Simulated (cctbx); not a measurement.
**Resonant diffraction in MnP2S6**

Space group P-31m (no. 162), a = 5.7170 Å, b = 5.7170 Å, c = 5.7400 Å, α = 90.00°, β = 90.00°, γ = 120.00°.

| atom | mult. | x | y | z | Ueq (Å²) |
| --- | --- | --- | --- | --- | --- |
| Mn1 | 1 | 0 | 0 | 0 | 0.0045 |
| S1 | 6 | 0 | 0.6260 | 0.2841 | 0.0065 |
| P1 | 2 | 1/3 | 2/3 | 1/2 | 0.0049 |

The model is made up (kin elements in a known structure type, no relaxation), so it says nothing on whether the phase exists.

Calculated with cctbx: free-atom f′ and f″ from the Sasaki tables, no fine structure; amplitudes in electrons.

| E (eV) | F 1 1 1 | F 0 0 2 | F 2 -1 2 | F 1 1 0 |
| --- | --- | --- | --- | --- |
| 5939 | 56.4 | 25.9 | 80.4 | 5.8 |
| 6289 | 55.6 | 26.7 | 79.5 | 5.0 |
| 6419 | 54.8 | 27.4 | 78.8 | 4.3 |
| 6479 | 54.1 | 28.1 | 78.0 | 3.6 |
| 6509 | 53.4 | 28.8 | 77.3 | 2.9 |
| 6524 | 52.7 | 29.5 | 76.6 | 2.2 |
| 6531 | 52.0 | 30.2 | 75.9 | 1.6 |
| 6535 | 51.3 | 30.9 | 75.3 | 0.9 |
| 6543 | 51.4 | 31.0 | 75.4 | 3.0 |
| 6547 | 52.3 | 30.2 | 76.2 | 3.2 |
| 6554 | 53.0 | 29.4 | 76.9 | 3.6 |
| 6569 | 53.8 | 28.6 | 77.7 | 4.1 |
| 6599 | 54.5 | 27.8 | 78.4 | 4.6 |
| 6689 | 55.6 | 26.7 | 79.4 | 5.5 |
| 6939 | 56.6 | 25.6 | 80.4 | 6.4 |

**Question.** Which edge is crossed, and why do the reflections move as they do?

The K edge of Mn. The edge is at 6539 eV. f′ of Mn falls from -3.7 e at 6419 eV to -7.3 e at 4 eV below it, and f″ steps from 0.46 to 3.95 e across it. Over that approach |F| changes by -6 % (1 1 1), +13 % (0 0 2), -4 % (2 -1 2) and -79 % (1 1 0): a reflection falls where Mn scatters in phase with the total and rises where it scatters against it; it hardly moves where the Mn term is small or cancels by symmetry. Above the edge the larger f″ enters the imaginary part, where it can add to or cancel the other atoms' f″. The structure is centrosymmetric, so Friedel mates stay equal.
